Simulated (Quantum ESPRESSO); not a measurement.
# K (Im-3m): electron-phonon coupling, part 3 of 3

How strong is the electron-phonon coupling in K (Im-3m)?

Quantum ESPRESSO 7.5; DFT LDA, scalar-relativistic, plane waves, PseudoDojo norm-conserving pseudopotentials.

So far. Step 7 (Linear response on the mesh): The acoustic modes at Γ come out as far as 0.7 cm⁻¹ from zero, where they should vanish, a small numerical error. Step 9 (Interpolated phonon bands): All branches are real along the path. The relaxed cell has a = 5.045 Å (conventional setting).

The database entry behind the starting cell lists a temperature near 5 K, so it need not match the best structure at ambient conditions.

### Step 10. Sums over the zone

Sums over the zone need many more wavevectors than were solved, so the interpolation is sampled on a dense mesh.

The input, matdyn.in:

```
 &input
    asr='crystal',
    flfrc='x.fc',
    dos=.true.,
    fldos='x.dos',
    nk1=13,
    nk2=13,
    nk3=13,
    deltaE=0.3,
    la2F=.true.,
 /
```

On the command line:

```sh
$ matdyn.x -in matdyn.in > matdyn.out
```

Numbers of over 12 decimals in the logs are rounded to 6 here.

The log of the run:

```text
[banner, memory and clock lines left out]
Program MATDYN v.7.5

 mass for atomic type   1 not given; uses mass from file x.fc
 Norm of the difference between old and new effective charges:    0.000000

 Norm of the difference between old and new force-constants:   3.39915e-07

     Message from routine matdyn:
     Z* not found in file x.fc, TO-LO splitting at q=0 will be absent!
 Norm of the difference between old and new effective charges:    0.000000

 Norm of the difference between old and new force-constants:   2.16506e-09

 Norm of the difference between old and new effective charges:    0.000000

 Norm of the difference between old and new force-constants:   2.9e-19

 Norm of the difference between old and new effective charges:    0.000000

 Norm of the difference between old and new force-constants:   3.7e-19

 Norm of the difference between old and new effective charges:    0.000000

 Norm of the difference between old and new force-constants:   2.16506e-09

 Norm of the difference between old and new effective charges:    0.000000

 Norm of the difference between old and new force-constants:   9.52628e-08

 Norm of the difference between old and new effective charges:    0.000000

 Norm of the difference between old and new force-constants:   8.27054e-07

 Norm of the difference between old and new effective charges:    0.000000

 Norm of the difference between old and new force-constants:   3.10903e-06

 Norm of the difference between old and new effective charges:    0.000000

 Norm of the difference between old and new force-constants:   7.43916e-06

 Norm of the difference between old and new effective charges:    0.000000

 Norm of the difference between old and new force-constants:   1.36854e-05

 Norm of the difference between old and new effective charges:    0.000000

 Norm of the difference between old and new force-constants:   2.1406e-05

Note: The following floating-point exceptions are signalling: IEEE_UNDERFLOW_FLAG
```

It took 4.9 s on 1 thread of Arm Neoverse V1, shared host.

This step gave:

```
share of modes beyond 3i cm⁻¹ on the dense interpolated mesh : 0
electron-phonon coupling constant                            : 0.1314
logarithmic mean frequency weighted by the coupling          : 70.99 K
zero-point energy per atom                                   : 10.07 meV
heat capacity at 300 K                                       : 24.79 J/(mol atoms K)
vibrational entropy at 300 K                                 : 60.72 J/(mol atoms K)
```

Tetrahedra. Phonon density of states against wavenumber; read off at these points:

wavenumber (cm⁻¹), phonon density of states (1/cm⁻¹/cell) and a bar:
```
     0.00      0.000 
     2.50      0.000 
     5.00      0.001 
     7.50      0.001 
    10.00      0.002 
    12.50      0.005 #
    15.00      0.009 ##
    17.50      0.016 ###
    20.00      0.025 #####
    22.50      0.028 ######
    25.00      0.030 ######
    27.50      0.034 #######
    30.00      0.039 ########
    32.50      0.044 #########
    34.20      0.050 ##########
    35.00      0.049 ##########
    37.50      0.038 ########
    40.00      0.036 #######
    42.50      0.034 #######
    45.00      0.034 #######
    47.50      0.035 #######
    50.00      0.039 ########
    52.50      0.049 ##########
    54.00      0.057 ###########
    55.00      0.053 ###########
    57.50      0.052 ##########
    60.00      0.050 ##########
    62.50      0.047 #########
    65.00      0.042 ########
    67.50      0.040 ########
    70.00      0.043 #########
    72.50      0.045 #########
    75.00      0.060 ############
    77.50      0.106 #####################
    78.30      0.149 ##############################
    80.00      0.069 ##############
    82.50      0.029 ######
```

Harmonic thermodynamic functions per atom, summed over the density of states scaled to three modes an atom; melting is ignored. Thermodynamic functions:

```tsv
T (K)	F_vib (meV/atom)	S (J/mol-atom/K)	C_V (J/mol-atom/K)
0	10.07	0	0
50	6.09	18.55	20.16
100	-7.86	33.93	23.58
200	-52.66	50.7	24.59
300	-110.8	60.72	24.79
400	-177.6	67.86	24.86
500	-250.9	73.41	24.89
600	-329.4	77.95	24.9
700	-412.2	81.79	24.91
800	-498.7	85.12	24.92
900	-588.5	88.05	24.93
1000	-681.1	90.68	24.93
```

λ by broadening:

```tsv
broadening (Ry)	lambda	N(E_F) (states/spin/Ry/cell)	ω_log (K)
0.005	0.133	4.562	68.67
0.01	0.1288	4.922	73.46
0.015	0.1304	5.013	71.87
0.02	0.1314	5.031	70.99
0.025	0.1317	5.033	70.67
0.03	0.1317	5.023	70.63
0.035	0.1319	5.009	70.63
0.04	0.1326	4.994	70.56
0.045	0.1339	4.984	70.34
0.05	0.1358	4.977	69.94
```

Gaussian broadening 0.02 Ry. Alpha^2 F against phonon energy; read off at these points:

phonon energy (meV), alpha^2 F and a bar:
```
    0.250      0.000 
    0.500      0.000 
    0.750      0.000 
    1.000      0.000 
    1.250      0.001 
    1.500      0.002 
    1.750      0.003 
    2.000      0.005 #
    2.250      0.010 #
    2.500      0.015 ##
    2.750      0.017 ##
    3.000      0.018 ##
    3.250      0.020 ##
    3.500      0.023 ###
    3.750      0.025 ###
    4.000      0.027 ###
    4.250      0.031 ####
    4.500      0.027 ###
    4.750      0.026 ###
    5.000      0.025 ###
    5.250      0.025 ###
    5.500      0.025 ###
    5.750      0.026 ###
    6.000      0.028 ###
    6.250      0.031 ###
    6.500      0.036 ####
    6.750      0.041 #####
    7.000      0.045 #####
    7.250      0.049 ######
    7.500      0.053 ######
    7.750      0.056 ######
    8.000      0.057 ######
    8.250      0.060 #######
    8.500      0.065 #######
    8.750      0.075 #########
    9.000      0.088 ##########
    9.250      0.115 #############
    9.500      0.195 ######################
    9.689      0.265 ##############################
    9.750      0.240 ###########################
   10.000      0.141 ################
   10.250      0.074 ########
```

At 300 K the heat capacity has reached 99 % of the Dulong-Petit value.

### Step 11. Outcome

```
space group after relaxation                                       : Im-3m
volume per atom                                                    : 64.2 Å³
q mesh                                                             : 4×4×4
lowest mode on the q mesh (acoustic ones at the zone centre apart) : 12.3 cm⁻¹
zero-point energy per atom                                         : 10.1 meV
heat capacity at 300 K                                             : 24.8 J/(mol atoms K)
vibrational entropy at 300 K                                       : 60.7 J/(mol atoms K)
coupling constant for broadenings of 0.01 to 0.04 Ry               : 0.13 to 0.13
logarithmic mean frequency over the same range                     : 71 to 73 K
imaginary modes on the q mesh                                      : none
```

**Reading.** λ is about 0.13 and holds within 15 % over the middle broadenings, a weak coupling. K (Im-3m) is dynamically stable on the 4×4×4 mesh; its spectrum reaches 84 cm⁻¹. These are harmonic frequencies at zero temperature: anharmonic shifts and linewidths and thermal expansion are left out. In a metal the frequencies hang on the k mesh and the smearing, most of all near Kohn anomalies.

[Host names and launcher messages were left out of these logs when they were recorded.]

[Logs are printed without paths, hosts, clocks, repeated set-up lines and the standing remarks that a program may print on its own settings, such as how far it seeks lower states.]

[Hosts, paths, dates, database ids (printed as entryN), source tags and the programs' standing remarks are cut or masked in the printed files.]
